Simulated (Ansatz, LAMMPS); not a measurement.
# Electronic structure of glassy 77SiO2-6B2O3-8CaO-8MgO (mol %) (142 atoms), part 2 of 2

Wanted: forces, charges and levels of glassy 77SiO2-6B2O3-8CaO-8MgO (mol %) (142 atoms).

Ansatz 0.2.0; Kohn-Sham DFT, r2SCAN, PAW (set soft_2), plane waves.

The cell: 37 Si, 6 B, 4 Ca, 4 Mg and 91 O. The quench rate of 30 K/ps far exceeds what a furnace or splat quench reaches. The starting topology of bonds comes from the classical model. Only the Γ point is sampled, in a cell whose shortest periodic width is 12 Å.

So far. Step 3 (Plane-wave single point): Mean Löwdin charges: B +0.67, Ca +1.81, Mg +1.66, O -0.82, Si +1.82 e (they miss 1.3 % of the electrons, so they add up to more than the cell's charge).

## 4. Local order

These statistics describe the geometry on which the runs were made.

Density 2.48 g/cm³, 13.27 Å³ an atom.

Pair distribution functions g(r), in bins of 0.2 Å:

```tsv
r (Å)	total	O-O	O-Si	O-B	O-Ca	O-Mg	Si-Si
1.30	0.28	0.00	0.00	5.10	0.00	0.00	0.00
1.50	1.27	0.00	2.33	8.98	0.00	0.00	0.00
1.70	3.37	0.00	10.10	0.00	0.00	0.00	0.00
1.90	0.14	0.00	0.00	0.00	0.00	3.81	0.00
2.10	0.13	0.00	0.00	0.00	0.00	3.72	0.00
2.30	0.24	0.45	0.00	0.00	1.11	0.40	0.00
2.50	1.01	2.01	0.00	0.00	4.26	0.69	0.00
2.70	1.80	3.95	0.06	0.18	1.14	0.55	0.14
2.90	0.79	1.04	0.15	0.34	0.73	0.23	1.90
3.10	0.85	0.56	0.50	0.85	0.42	0.86	3.75
3.30	0.87	0.78	0.91	1.02	0.18	0.36	0.93
3.50	0.86	0.68	1.03	1.47	1.01	1.38	0.17
3.70	0.95	0.58	1.43	1.31	0.61	1.50	0.16
3.90	1.07	0.56	1.69	1.80	1.35	1.08	0.72
4.10	1.21	0.76	1.91	1.54	1.09	0.85	0.71
4.30	1.06	0.88	1.41	0.60	0.99	1.22	1.30
4.50	1.02	1.08	0.85	0.41	1.23	2.34	1.29
4.70	0.91	1.13	0.55	0.62	1.02	1.41	1.29
4.90	1.02	1.46	0.61	0.63	1.20	0.52	0.96
5.10	1.09	1.42	0.69	0.95	1.27	0.63	1.39
5.30	1.05	1.21	0.85	0.98	0.95	0.81	1.01
5.50	0.87	0.80	0.90	0.95	0.89	0.95	1.05
5.70	0.98	0.89	1.06	1.52	0.38	0.76	0.78
5.90	0.99	0.91	1.12	1.23	0.47	1.13	0.88
6.10	0.96	0.71	1.28	0.89	1.61	1.11	0.65
```

Bonds by pair of elements; cutoffs follow the first minimum of g(r), held within bounds set by covalent radii, and pairs that aren't listed don't count as bonded:

```tsv
pair A-B	cutoff (Å)	bonds	mean length (Å)	spread (Å)	shortest (Å)	B about A	A about B
O-Si	2.08	148	1.63	0.032	1.57	1.63	4
O-B	1.83	21	1.44	0.043	1.38	0.231	3.5
O-Ca	3.22	25	2.62	0.221	2.31	0.275	6.25
O-Mg	2.42	16	2.05	0.107	1.90	0.176	4
```

How many atoms have how many bonded neighbours:

```tsv
element	mean	2	3	4	5	6	7
B	3.5	0	3	3	0	0	0
Ca	6.25	0	0	0	1	1	2
Mg	4	0	1	2	1	0	0
O	2.31	63	28	0	0	0	0
Si	4	0	0	37	0	0	0
```

Bond angles, per cent of each kind in bins of 5°:

```tsv
angle (°)	O-Si-O	O-Ca-O	Si-O-Si	Ca-O-Si	O-B-O
45–50	0.0	1.5	0.0	0.0	0.0
50–55	0.0	3.0	0.0	0.0	0.0
55–60	0.0	11.9	0.0	0.0	0.0
60–65	0.0	4.5	0.0	0.0	0.0
65–70	0.0	3.0	0.0	0.0	0.0
70–75	0.0	1.5	0.0	2.8	0.0
75–80	0.0	4.5	0.0	0.0	0.0
80–85	0.0	3.0	0.0	2.8	0.0
85–90	0.0	4.5	0.0	5.6	0.0
90–95	0.0	1.5	0.0	19.4	0.0
95–100	2.2	7.5	0.0	11.1	0.0
100–105	19.8	7.5	0.0	5.6	0.0
105–110	37.4	4.5	0.0	2.8	44.4
110–115	26.1	10.4	0.0	2.8	22.2
115–120	10.4	6.0	1.7	19.4	18.5
120–125	2.7	7.5	3.5	13.9	11.1
125–130	0.9	0.0	10.3	2.8	3.7
130–135	0.4	4.5	17.2	8.3	0.0
135–140	0.0	0.0	13.8	2.8	0.0
140–145	0.0	7.5	10.3	0.0	0.0
145–150	0.0	1.5	6.9	0.0	0.0
150–155	0.0	3.0	10.3	0.0	0.0
155–160	0.0	0.0	6.9	0.0	0.0
160–165	0.0	0.0	8.6	0.0	0.0
165–170	0.0	0.0	8.6	0.0	0.0
170–175	0.0	1.5	1.7	0.0	0.0
```

Bond angles (no mean is given where the spread exceeds 20°):

```tsv
angle	count	mean (°)	spread (°)
O-Si-O	222	109	5.5
O-Ca-O	67	-	-
Si-O-Si	58	144	14.2
Ca-O-Si	36	108	16.3
O-B-O	27	113	5.9
```

Oxygen atoms by the number of network formers (Si, P, Ge, B, Al, As, Ga) bound to them:

```tsv
network formers bound to O	O atoms	per cent
0	0	0
1	13	14.3
2	78	85.7
```

Network units: each former by its oxygen neighbours and how many of them bridge to another former:

```tsv
former	O neighbours	bridging O	atoms
Si	4	2	1
Si	4	3	10
Si	4	4	26
B	3	2	1
B	3	3	2
B	4	4	3
```

Bond length by coordination (bonds to H left out):

```tsv
element	coordination	atoms	mean bond length (Å)
B	3	3	1.40
B	4	3	1.47
Ca	5	1	2.59
Ca	6	1	2.55
Ca	7	2	2.65
Mg	3	1	2.07
Mg	4	2	2.01
Mg	5	1	2.09
O	2	63	1.64
O	3	28	1.94
```

Rings of the network by King's shortest-path rule, up to 12 atoms, one path for each pair of neighbours; H, halogens, alkali and alkaline-earth atoms are left out, and the last column divides by all other atoms, bonded or not:

```tsv
ring size (atoms)	rings	per network atom
6	2	0.015
8	9	0.067
10	7	0.052
12	12	0.09
```

First main peaks of g(r), for some of the pairs, lie near 2.6 Å (O-O), 1.6 Å (O-Si), 1.4 Å (O-B), 2.5 Å (O-Ca), 2.0 Å (O-Mg) and 3.1 Å (Si-Si). Counting bonds as in the table, 50 % of B atoms have 3 and as many 4, 50 % of Ca atoms have 7, 50 % of Mg atoms have 4 and 69 % of O atoms have 2 bonded neighbours. The O-Si-O angle averages 109° with a spread of 6°. 86 % of the oxygens bridge two formers (Si and B) and 14 % are non-bridging. The commonest Si unit has 4 oxygens, 4 of them shared with other formers (26 of 37 atoms). Rings of 12 atoms are the most common (40 % of those counted); sizes run from 6 to 12, where the search stops.

Local excerpt of 13 atoms (numbers count through the whole input) about Ca47, one of the 4 Ca atoms; x, y, z are measured from there.

```tsv
atom	x	y	z	distance (Å)	bonds	Löwdin charge (e)	Fx	Fy	Fz (eV/Å)
Ca47	0.00	0.00	0.00	0.00	7	1.81	-0.84	-1.25	-0.22
O139	-1.12	0.82	-1.92	2.37	3	-0.74	0.73	-1.10	-0.36
O108	-1.34	-1.94	-0.48	2.41	2	-1.02	1.27	0.67	0.46
O136	-1.75	1.89	0.09	2.58	3	-0.73	0.44	-0.45	0.19
O125	-0.22	-1.66	2.02	2.63	3	-0.85	0.05	1.46	-1.34
O67	2.45	-0.64	-1.14	2.78	3	-0.71	-1.03	1.73	-2.41
O69	2.30	-1.06	1.23	2.82	3	-0.70	-0.95	0.54	-0.10
B38	-2.09	1.72	-1.31	3.01	4	0.65	-0.89	2.35	-0.50
O134	-0.05	2.69	1.67	3.17	3	-0.82	-0.76	-0.01	-0.47
Si23	1.39	-1.86	2.33	3.29	4	1.73	0.70	-2.11	1.77
B42	3.16	-1.08	0.03	3.34	4	0.64	-0.56	-0.12	1.13
O103	0.94	-3.24	-0.21	3.38	2	-0.83	2.45	-0.35	-0.60
Si33	-0.64	-3.40	-0.50	3.50	4	1.70	-2.57	0.86	2.23
```

The column of bonds counts only the pairs O-Si within 2.08 Å, O-B within 1.83 Å, O-Ca within 3.22 Å, O-Mg within 2.42 Å; other neighbours, such as metal atoms beside each other in a compound, aren't counted, and periodic images can show an atom twice.

## 5. What came out

- free energy per atom: -644.2503 eV/atom
- pressure: -3.736 GPa
- r.m.s. force component: 1.12 eV/Å
- gap (highest filled to lowest empty level): 2.987 eV
- wall time of the 1 DFT run: 52 s

Between filled and empty levels lie 2.99 eV (at Γ alone); a semilocal functional tends to put such gaps too low. In a disordered cell it changes from sample to sample, and tail or defect levels can set it. Counting bonds as in the table, 50 % of B atoms have 3 and as many 4, 50 % of Ca atoms have 7, 50 % of Mg atoms have 4 and 69 % of O atoms have 2 bonded neighbours. 86 % of the oxygens bridge two formers (Si and B) and 14 % are non-bridging.

What to keep in mind: The force components of 1.1 eV/Å r.m.s. hold both thermal displacement and the mismatch between the potential that made the cell and DFT. The pressure of -3.7 GPa is that of one thermal frame, in which the classical model's bond lengths enter as well as the volume, without the kinetic term.

[Logs are printed without paths, hosts, clocks, repeated set-up lines and the standing remarks that a program may print on its own settings, such as how far it seeks lower states.]

[Hosts, paths, dates, database ids (printed as entryN), source tags and the programs' standing remarks are cut or masked in the printed files.]
